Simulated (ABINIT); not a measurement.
# Quasiparticle gap of CaC2 (Immm) in ABINIT, part 2 of 3

Wanted: ground state, empty states, screening and self-energy for CaC2 (Immm).

ABINIT 10.8.3; PBEsol and many-body steps on it, plane waves. Known limits of the many-body steps: not at the basis limit; coarse k mesh.

So far. Step 2 (Ground state): The gap is indirect, with the least direct gap 0.26 eV higher.

**3. Bands along the symmetry lines**

Level of this step: DFT, PBEsol, plane waves, norm-conserving pseudopotentials (ABINIT).

Levels along a band path, at the cheap level, show where the edges lie and whether the meshes to come will hold them.

The input, run.abi:

```
acell 3*1.0 Angstrom
rprim 
  -1.894876555000 2.443261230000 2.680131180000
  1.894876555000 -2.443261230000 2.680131180000
  1.894876555000 2.443261230000 -2.680131180000
ntypat 2
znucl 20 6
natom 3
typat 1 2 2
xred 
  0.000000000000 0.000000000000 0.000000000000
  0.371239070000 0.500000000000 0.871239070000
  0.628760930000 0.500000000000 0.128760930000
pp_dirpath "pseudos"
pseudos "Ca.upf, C.upf"
ecut 37
iscf -2
irdden 1
kptopt 0
nkpt 92
kpt 
  0.00000000 0.00000000 0.00000000
  0.06250000 0.06250000 -0.06250000
  0.12500000 0.12500000 -0.12500000
  0.18750000 0.18750000 -0.18750000
  0.25000000 0.25000000 -0.25000000
  0.31250000 0.31250000 -0.31250000
  0.37500000 0.37500000 -0.37500000
  0.43750000 0.43750000 -0.43750000
  0.50000000 0.50000000 -0.50000000
  0.48437067 0.51562933 -0.48437067
  0.46874135 0.53125865 -0.46874135
  0.45311202 0.54688798 -0.45311202
  0.43748270 0.56251731 -0.43748270
  0.42185337 0.57814663 -0.42185337
  0.40622404 0.59377596 -0.40622404
  0.39059472 0.60940528 -0.39059472
  0.37496539 0.62503461 -0.37496539
  -0.37496539 0.37496539 0.37496539
  -0.32809472 0.32809472 0.32809472
  -0.28122404 0.28122404 0.28122404
  -0.23435337 0.23435337 0.23435337
  -0.18748270 0.18748270 0.18748270
  -0.14061202 0.14061202 0.14061202
  -0.09374135 0.09374135 0.09374135
  -0.04687067 0.04687067 0.04687067
  0.00000000 0.00000000 0.00000000
  0.05722034 -0.05722034 0.05722034
  0.11444069 -0.11444069 0.11444069
  0.17166103 -0.17166103 0.17166103
  0.22888138 -0.22888138 0.22888138
  0.28610172 -0.28610172 0.28610172
  0.34332207 -0.34332207 0.34332207
  0.40054241 -0.40054241 0.40054241
  0.45776276 -0.45776276 0.45776276
  0.54223724 0.45776276 -0.45776276
  0.53695758 0.46304241 -0.46304241
  0.53167793 0.46832207 -0.46832207
  0.52639828 0.47360172 -0.47360172
  0.52111862 0.47888138 -0.47888138
  0.51583896 0.48416104 -0.48416104
  0.51055931 0.48944069 -0.48944069
  0.50527966 0.49472035 -0.49472035
  0.50000000 0.50000000 -0.50000000
  0.00000000 0.00000000 0.00000000
  0.00000000 0.06250000 0.00000000
  0.00000000 0.12500000 0.00000000
  0.00000000 0.18750000 0.00000000
  0.00000000 0.25000000 0.00000000
  0.00000000 0.31250000 0.00000000
  0.00000000 0.37500000 0.00000000
  0.00000000 0.43750000 0.00000000
  0.00000000 0.50000000 0.00000000
  0.03125000 0.46875000 0.03125000
  0.06250000 0.43750000 0.06250000
  0.09375000 0.40625000 0.09375000
  0.12500000 0.37500000 0.12500000
  0.15625000 0.34375000 0.15625000
  0.18750000 0.31250000 0.18750000
  0.21875000 0.28125000 0.21875000
  0.25000000 0.25000000 0.25000000
  0.28125000 0.21875000 0.21875000
  0.31250000 0.18750000 0.18750000
  0.34375000 0.15625000 0.15625000
  0.37500000 0.12500000 0.12500000
  0.40625000 0.09375000 0.09375000
  0.43750000 0.06250000 0.06250000
  0.46875000 0.03125000 0.03125000
  0.50000000 0.00000000 0.00000000
  0.43750000 0.00000000 0.00000000
  0.37500000 0.00000000 0.00000000
  0.31250000 0.00000000 0.00000000
  0.25000000 0.00000000 0.00000000
  0.18750000 0.00000000 0.00000000
  0.12500000 0.00000000 0.00000000
  0.06250000 0.00000000 0.00000000
  0.00000000 0.00000000 0.00000000
  0.00000000 0.00000000 0.06250000
  0.00000000 0.00000000 0.12500000
  0.00000000 0.00000000 0.18750000
  0.00000000 0.00000000 0.25000000
  0.00000000 0.00000000 0.31250000
  0.00000000 0.00000000 0.37500000
  0.00000000 0.00000000 0.43750000
  0.00000000 0.00000000 0.50000000
  0.03125000 0.03125000 0.46875000
  0.06250000 0.06250000 0.43750000
  0.09375000 0.09375000 0.40625000
  0.12500000 0.12500000 0.37500000
  0.15625000 0.15625000 0.34375000
  0.18750000 0.18750000 0.31250000
  0.21875000 0.21875000 0.28125000
  0.25000000 0.25000000 0.25000000
istwfk *1
nband 16
nbdbuf 2
tolwfr 1e-08
nstep 40
prtwf 0
prtvol 0
indata_prefix "in"
outdata_prefix "out"
tmpdata_prefix "tmp"
```

The run is started by

```bash
$ OMP_NUM_THREADS=1 mpirun -n 4 abinit run.abi > log
```

Numbers of over 12 decimals in the logs are rounded to 6 here.

Log:

```text
.Version 10.8.3 of ABINIT. v10.8.2 released Aug 2026.

 Symmetries : space group Im m m (# 71); Bravais oI (body-center ortho.)
[... echo of the input left out ...]
== DATASET  1 ==================================================================
-   mpi_nproc: 4, omp_nthreads: 1 (-1 if OMP is not activated)

--- !DatasetInfo
iteration_state: {dtset: 1, }
dimensions: {natom: 3, nkpt: 92, mband: 16, nsppol: 1, nspinor: 1, nspden: 1, mpw: 3630, }
cutoff_energies: {ecut:  37.0, pawecutdg:  -1.0, }
electrons: {nelect:   1.80000000E+01, charge:   0.00000000E+00, occopt:   1.00000000E+00, tsmear:   1.00000000E-02, }

 Real(R)+Recip(G) space primitive vectors, cartesian coordinates (Bohr,Bohr^-1):
 R(1)= -3.5807977  4.6170946  5.0647139  G(1)=  0.0000000  0.1082932  0.0987223
 R(2)=  3.5807977 -4.6170946  5.0647139  G(2)=  0.1396337  0.0000000  0.0987223
 R(3)=  3.5807977  4.6170946 -5.0647139  G(3)=  0.1396337  0.1082932  0.0000000
 Unit cell volume ucvol=  3.3493727E+02 bohr^3
 Angles (23,13,12)=  1.24827126E+02  1.06674293E+02  9.81616827E+01 degrees

 getcut: wavevector=  0.0000  0.0000  0.0000  ngfft=  45  45  45
         ecut(hartree)=     37.000   => boxcut(ratio)=   2.07875

--- Pseudopotential description ------------------------------------------------
- Ca Generated using ONCVPSP code by D. R. Hamann
- 20.00000  10.00000  180301                  znucl, zion, pspdat
12 -116133 2 -1 1746                          pspcod,pspxc,lmax,lloc,mmax
     nproj     2     2     2
  pspatm : epsatm=   12.46101000
         --- l  ekb(1:nproj) -->
             0   10.054847    0.973777
             1    2.998958    0.458102
             2   -3.447298   -1.091650
 pspatm: atomic psp has been read  and splines computed

- C Generated using ONCVPSP code by D. R. Hamann
-  6.00000   4.00000  180301                  znucl, zion, pspdat
12 -116133 1 -1 1248                          pspcod,pspxc,lmax,lloc,mmax
     nproj     2     2     0
  pspatm : epsatm=    4.34909242
         --- l  ekb(1:nproj) -->
[...]
pspatm: atomic psp has been read  and splines computed

--------------------------------------------------------------------------------

================================================================================
 prteigrs : about to open file out_EIG
 Non-SCF case, kpt    1 (  0.00000  0.00000  0.00000), residuals and eigenvalues=
  4.07E-09  2.88E-09  7.82E-09  7.65E-09  6.53E-09  6.86E-09  5.07E-09  5.62E-09
  6.19E-09  6.94E-09  6.61E-09  3.25E-09  3.53E-09  9.16E-09  2.09E-07  1.09E-04
 -1.3228E+00 -6.2796E-01 -6.2776E-01 -6.2370E-01 -3.6151E-01  6.5258E-03
  8.2810E-03  7.0143E-02  7.9588E-02  1.7519E-01  2.2160E-01  2.9386E-01
  3.0537E-01  3.2761E-01  4.1745E-01  4.5844E-01
 Non-SCF case, kpt    2 (  0.06250  0.06250 -0.06250), residuals and eigenvalues=
  7.62E-09  6.86E-09  6.48E-09  4.43E-09  8.36E-09  3.22E-09  4.34E-09  4.15E-09
[...]
3.0939E-01  3.3451E-01  4.1713E-01  4.5102E-01
 Non-SCF case, kpt    3 (  0.12500  0.12500 -0.12500), residuals and eigenvalues=
[...]
3.2019E-01  3.5539E-01  4.1751E-01  4.3246E-01
[...]
Non-SCF case, kpt   91 (  0.21875  0.21875  0.28125), residuals and eigenvalues=
[...]
Non-SCF case, kpt   92 (  0.25000  0.25000  0.25000), residuals and eigenvalues=
[...]
-1.3223E+00 -6.2971E-01 -6.2901E-01 -6.2890E-01 -3.4542E-01 -3.2054E-02
  1.9566E-02  2.2769E-02  6.8588E-02  2.2718E-01  2.4913E-01  3.1832E-01
[...]
--- !ResultsGS
iteration_state: {dtset: 1, }
comment   : Summary of ground state results
lattice_vectors:
- [ -3.5807977,   4.6170946,   5.0647139, ]
- [  3.5807977,  -4.6170946,   5.0647139, ]
- [  3.5807977,   4.6170946,  -5.0647139, ]
lattice_lengths: [   7.73246,    7.73246,    7.73246, ]
lattice_angles: [124.827, 106.674,  98.162, ] # degrees, (23, 13, 12)
lattice_volume:   3.3493727E+02
convergence: {deltae:  0.000E+00, res2:  0.000E+00, residm:  9.983E-09, diffor:  0.000E+00, }
etotal    :  -5.06437868E+01
entropy   :   0.00000000E+00
fermie    :   8.90988714E-02
cartesian_stress_tensor: null
pressure_GPa: null
xred      :
- [  0.0000E+00,   0.0000E+00,   0.0000E+00, Ca]
- [  3.7124E-01,   5.0000E-01,   8.7124E-01,  C]
- [  6.2876E-01,   5.0000E-01,   1.2876E-01,  C]
cartesian_forces: null
force_length_stats: {min: null, max: null, mean: null, }

 Integrated electronic density in atomic spheres:
 ------------------------------------------------
 Atom  Sphere_radius  Integrated_density
[...]
================================================================================

 ----iterations are completed or convergence reached----

 Mean square residual over all n,k,spin=   60.611E-10; max=  99.832E-10
 reduced coordinates (array xred) for    3 atoms
[...]
0.371239070000      0.500000000000      0.871239070000
       0.628760930000      0.500000000000      0.128760930000

 cartesian coordinates (angstrom) at end:
[...]
2      1.894877     1.814068    -0.000000
    3     -0.000000     0.629193     2.680131
 length scales=  1.889726125908  1.889726125908  1.889726125908 bohr
              =  1.000000000000  1.000000000000  1.000000000000 angstroms
 prteigrs : about to open file out_EIG
 Eigenvalues (hartree) for nkpt=  92  k points:
 kpt#   1, nband= 16, wtk=  1.00000, kpt=  0.0000  0.0000  0.0000 (reduced coord)
[...]
kpt#   2, nband= 16, wtk=  1.00000, kpt=  0.0625  0.0625 -0.0625 (reduced coord)
[...]
kpt#   3, nband= 16, wtk=  1.00000, kpt=  0.1250  0.1250 -0.1250 (reduced coord)
[...]
kpt#  91, nband= 16, wtk=  1.00000, kpt=  0.2188  0.2188  0.2813 (reduced coord)
[...]
kpt#  92, nband= 16, wtk=  1.00000, kpt=  0.2500  0.2500  0.2500 (reduced coord)
  -1.32231   -0.62971   -0.62901   -0.62890   -0.34542   -0.03205    0.01957    0.02277
   0.06859    0.22718    0.24913    0.31832    0.37090    0.39078    0.41272    0.42384

== END DATASET(S) ==============================================================
================================================================================

 -outvars: echo values of variables after computation  --------
            nband          16
             nkpt          92
          spgroup          71
 [... the other variables as echoed above ...]

 Calculation completed.
```

The job ended after 80 s (4 MPI ranks of AMD EPYC 7571, shared host; peak memory 0.37 GiB; 5.3 min of CPU time).

Numbers from this step:

| Quantity | Value |
| --- | --- |
| gap | 2.293 eV |
| k of the valence top | 0.2861, -0.2861, 0.2861 |
| k of the conduction bottom | 0, 0, 0 |
| least direct gap | 2.601 eV |

The gap is 2.293 eV, −0.049 eV from the run before at this level.

Electronic bands along the path, in eV, zero at the top of the highest filled band:

```tsv
point	band 6	band 7	band 8	band 9	band 10	band 11	band 12	band 13
Γ	-2.30	-2.25	-0.57	-0.31	2.29	3.56	5.52	5.84
halfway	-3.02	-2.63	-0.97	-0.68	4.13	4.70	4.83	6.98
X	-3.41	-2.21	-1.08	-0.89	4.30	4.81	6.65	7.24
halfway	-3.43	-2.15	-1.17	-0.96	4.67	4.91	6.41	6.95
F2	-3.45	-1.98	-1.70	-0.73	5.17	5.54	5.77	6.34
jump to Σ0	-3.45	-1.98	-1.70	-0.73	5.17	5.54	5.77	6.34
halfway	-3.05	-2.45	-1.04	-0.42	3.34	4.93	5.12	6.67
Γ	-2.30	-2.25	-0.57	-0.31	2.29	3.56	5.52	5.84
halfway	-4.02	-1.49	-0.92	-0.05	3.84	5.43	6.00	6.40
Y0	-3.48	-2.19	-0.98	-0.90	4.33	4.90	6.50	7.22
jump to U0	-3.48	-2.19	-0.98	-0.90	4.33	4.90	6.50	7.22
halfway	-3.43	-2.20	-1.05	-0.89	4.31	4.83	6.61	7.24
X	-3.41	-2.21	-1.08	-0.89	4.30	4.81	6.65	7.24
jump to Γ	-2.30	-2.25	-0.57	-0.31	2.29	3.56	5.52	5.84
halfway	-2.89	-2.44	-0.96	-0.67	3.25	4.58	5.64	6.39
R	-3.35	-2.81	-1.29	-0.79	4.31	6.14	6.57	7.07
halfway	-3.35	-2.53	-1.41	-0.70	3.87	5.17	6.37	7.51
W	-3.35	-1.94	-1.85	-0.61	3.71	4.31	6.19	7.62
halfway	-3.90	-1.70	-1.51	-0.41	4.52	4.56	6.35	6.55
S	-4.32	-1.67	-1.01	-0.20	4.71	5.38	6.19	6.73
halfway	-3.66	-1.34	-0.78	-0.70	3.38	4.56	5.51	6.39
Γ	-2.30	-2.25	-0.57	-0.31	2.29	3.56	5.52	5.84
halfway	-3.42	-1.36	-0.95	-0.67	2.73	4.48	5.92	6.40
T	-3.45	-1.43	-1.17	-0.71	2.53	3.79	6.96	7.05
halfway	-3.40	-1.70	-1.54	-0.64	3.25	3.76	6.98	7.55
W	-3.35	-1.94	-1.85	-0.61	3.71	4.31	6.19	7.62
```

The electronic bands as a text plot (rows in eV, shown from -8.0 to 6.4 only; labels by their first letter):

```
    6.1 |++  +   +++   ++ +++++ +   ++ ++ +++++++++ +++  ++     +
    5.5 |++       ++++  ++++++ ++  ++++  +      ++++++++++
    4.9 |  ++  +++++ +++     +++ ++   +   +    +++ +
    4.3 |   +++++   +  +    + + +++ ++ +++ +++++  + +    +++    +
    3.7 |+++         +  ++++       +  +   ++++     + ++++   +++++
    3.1 | +           ++     +      ++              +
    2.5 |+              +++++      +                 ++++++++++
    1.9 |
    1.3 |
    0.7 |
    0.1 |                     *
   -0.5 |*****     *********** **  ****  ************************
   -1.1 | *********  ***    ******* ******     ******    ******
   -1.7 |         ***      *  **          ********** ***** ******
   -2.3 |***  *************     *******   **
   -2.9 |  ***        **   *        ******           ****
   -3.5 |    *********      *   ***    ********     *    ********
   -4.1 |                    ***               *****
   -4.7 |
   -5.3 |
   -5.9 |
   -6.5 |
   -7.1 |
   -7.7 |
         Γ      XF|Σ      Γ     YX|Γ    R   W    S    Γ      T  W
```

**4. Empty states on the mesh, 4×4×4 mesh, 33 bands**

The sums over transitions need many empty states on a uniform mesh; this step solves for them.

The input, run.abi:

```
acell 3*1.0 Angstrom
rprim 
  -1.894876555000 2.443261230000 2.680131180000
  1.894876555000 -2.443261230000 2.680131180000
  1.894876555000 2.443261230000 -2.680131180000
ntypat 2
znucl 20 6
natom 3
typat 1 2 2
xred 
  0.000000000000 0.000000000000 0.000000000000
  0.371239070000 0.500000000000 0.871239070000
  0.628760930000 0.500000000000 0.128760930000
pp_dirpath "pseudos"
pseudos "Ca.upf, C.upf"
ecut 37
ngkpt 4 4 4
nshiftk 1
shiftk 0 0 0
kptopt 1
chksymbreak 0
iscf -2
irdden 1
istwfk *1
nband 33
nbdbuf 4
tolwfr 1e-09
nstep 60
prtvol 0
indata_prefix "in"
outdata_prefix "out"
tmpdata_prefix "tmp"
```

Log:

```text
.Version 10.8.3 of ABINIT. v10.8.2 released Aug 2026.

 Symmetries : space group Im m m (# 71); Bravais oI (body-center ortho.)
[... echo of the input left out ...]
== DATASET  1 ==================================================================
-   mpi_nproc: 4, omp_nthreads: 1 (-1 if OMP is not activated)

--- !DatasetInfo
iteration_state: {dtset: 1, }
dimensions: {natom: 3, nkpt: 18, mband: 33, nsppol: 1, nspinor: 1, nspden: 1, mpw: 3625, }
cutoff_energies: {ecut:  37.0, pawecutdg:  -1.0, }
electrons: {nelect:   1.80000000E+01, charge:   0.00000000E+00, occopt:   1.00000000E+00, tsmear:   1.00000000E-02, }

 Real(R)+Recip(G) space primitive vectors, cartesian coordinates (Bohr,Bohr^-1):
 R(1)= -3.5807977  4.6170946  5.0647139  G(1)=  0.0000000  0.1082932  0.0987223
 R(2)=  3.5807977 -4.6170946  5.0647139  G(2)=  0.1396337  0.0000000  0.0987223
 R(3)=  3.5807977  4.6170946 -5.0647139  G(3)=  0.1396337  0.1082932  0.0000000
 Unit cell volume ucvol=  3.3493727E+02 bohr^3
 Angles (23,13,12)=  1.24827126E+02  1.06674293E+02  9.81616827E+01 degrees

 getcut: wavevector=  0.0000  0.0000  0.0000  ngfft=  45  45  45
         ecut(hartree)=     37.000   => boxcut(ratio)=   2.07875

--- Pseudopotential description ------------------------------------------------
- Ca Generated using ONCVPSP code by D. R. Hamann
- 20.00000  10.00000  180301                  znucl, zion, pspdat
12 -116133 2 -1 1746                          pspcod,pspxc,lmax,lloc,mmax
     nproj     2     2     2
  pspatm : epsatm=   12.46101000
         --- l  ekb(1:nproj) -->
             0   10.054847    0.973777
             1    2.998958    0.458102
             2   -3.447298   -1.091650
 pspatm: atomic psp has been read  and splines computed

- C Generated using ONCVPSP code by D. R. Hamann
-  6.00000   4.00000  180301                  znucl, zion, pspdat
12 -116133 1 -1 1248                          pspcod,pspxc,lmax,lloc,mmax
     nproj     2     2     0
  pspatm : epsatm=    4.34909242
         --- l  ekb(1:nproj) -->
[...]
pspatm: atomic psp has been read  and splines computed

--------------------------------------------------------------------------------

================================================================================
 prteigrs : about to open file out_EIG
 Non-SCF case, kpt    1 (  0.00000  0.00000  0.00000), residuals and eigenvalues=
  2.87E-10  1.78E-10  2.41E-10  8.68E-10  2.93E-10  1.83E-10  4.26E-10  1.44E-10
  8.85E-10  1.98E-10  5.58E-10  4.19E-10  2.94E-10  7.66E-10  1.25E-10  4.92E-10
  6.82E-10  3.03E-10  2.73E-10  1.83E-10  7.40E-10  3.23E-10  1.81E-10  8.17E-10
[...]
4.25E-05
 -1.3228E+00 -6.2796E-01 -6.2776E-01 -6.2370E-01 -3.6151E-01  6.5258E-03
  8.2810E-03  7.0143E-02  7.9588E-02  1.7519E-01  2.2160E-01  2.9386E-01
  3.0537E-01  3.2761E-01  4.1745E-01  4.5802E-01  4.8907E-01  4.9396E-01
  6.1125E-01  6.5102E-01  6.8703E-01  7.0285E-01  7.6154E-01  7.6943E-01
  8.2167E-01  8.2319E-01  9.6146E-01  9.7798E-01  1.0016E+00  1.0332E+00
[...]
prteigrs : prtvol=0 or 1, do not print more k-points.

--- !ResultsGS
iteration_state: {dtset: 1, }
comment   : Summary of ground state results
lattice_vectors:
- [ -3.5807977,   4.6170946,   5.0647139, ]
- [  3.5807977,  -4.6170946,   5.0647139, ]
- [  3.5807977,   4.6170946,  -5.0647139, ]
lattice_lengths: [   7.73246,    7.73246,    7.73246, ]
lattice_angles: [124.827, 106.674,  98.162, ] # degrees, (23, 13, 12)
lattice_volume:   3.3493727E+02
convergence: {deltae:  0.000E+00, res2:  0.000E+00, residm:  9.895E-10, diffor:  0.000E+00, }
etotal    :  -5.06437868E+01
entropy   :   0.00000000E+00
fermie    :   8.90988714E-02
cartesian_stress_tensor: null
pressure_GPa: null
xred      :
- [  0.0000E+00,   0.0000E+00,   0.0000E+00, Ca]
- [  3.7124E-01,   5.0000E-01,   8.7124E-01,  C]
- [  6.2876E-01,   5.0000E-01,   1.2876E-01,  C]
cartesian_forces: null
force_length_stats: {min: null, max: null, mean: null, }

 Integrated electronic density in atomic spheres:
 ------------------------------------------------
 Atom  Sphere_radius  Integrated_density
[...]
================================================================================

 ----iterations are completed or convergence reached----

 Mean square residual over all n,k,spin=   47.854E-11; max=  98.948E-11
 reduced coordinates (array xred) for    3 atoms
[...]
0.371239070000      0.500000000000      0.871239070000
       0.628760930000      0.500000000000      0.128760930000

 cartesian coordinates (angstrom) at end:
    1      0.000000     0.000000     0.000000
    2      1.894877     1.814068    -0.000000
    3     -0.000000     0.629193     2.680131
 length scales=  1.889726125908  1.889726125908  1.889726125908 bohr
              =  1.000000000000  1.000000000000  1.000000000000 angstroms
 prteigrs : about to open file out_EIG
 Eigenvalues (hartree) for nkpt=  18  k points:
 kpt#   1, nband= 33, wtk=  0.01563, kpt=  0.0000  0.0000  0.0000 (reduced coord)
[...]
0.48907    0.49396    0.61125    0.65102    0.68703    0.70285    0.76154    0.76943
   0.82167    0.82319    0.96146    0.97798    1.00157    1.03318    1.10464    1.14038
   1.19119
 prteigrs : prtvol=0 or 1, do not print more k-points.

== END DATASET(S) ==============================================================
================================================================================

 -outvars: echo values of variables after computation  --------
            nband          33
             nkpt          18
          spgroup          71
 [... the other variables as echoed above ...]

 Calculation completed.
```

It took 30 s on 4 MPI ranks; peak memory 0.32 GiB.

Numbers from this step:

```yaml
gap: 2.291 eV
k_of_the_valence_top: 0.25, -0.25, 0.25
k_of_the_conduction_bottom: 0, 0, 0
least_direct_gap: 2.601 eV
k_points_computed: 18
lowest_point_of_the_top_converged_band_above_the_valence_top: 22.86 eV
```

On this mesh the gap is 2.291 eV.

[end of part 2 of 3]

[Paths, hosts, dates, memory and timing lines, banners, echoed tables and standing remarks are left out of the program output.]

[Logs are printed without paths, hosts, clocks, repeated set-up lines and the standing remarks that a program may print on its own settings, such as how far it seeks lower states.]

[Runs of the session that timed out or met a known fault of the program may be left out.]

[Hosts, paths, dates, database ids (printed as entryN), source tags and the programs' standing remarks are cut or masked in the printed files.]

[G0W0 gaps are taken among the corrected bands and points alone; a level outside them can change the order at an edge.]

[Where Ansatz stands beside ABINIT at settings called matched, ABINIT's density can come from a denser mesh and the files from another edition; pairs whose starting gaps differed by over 0.03 eV were left out, so agreement reads better than it is.]
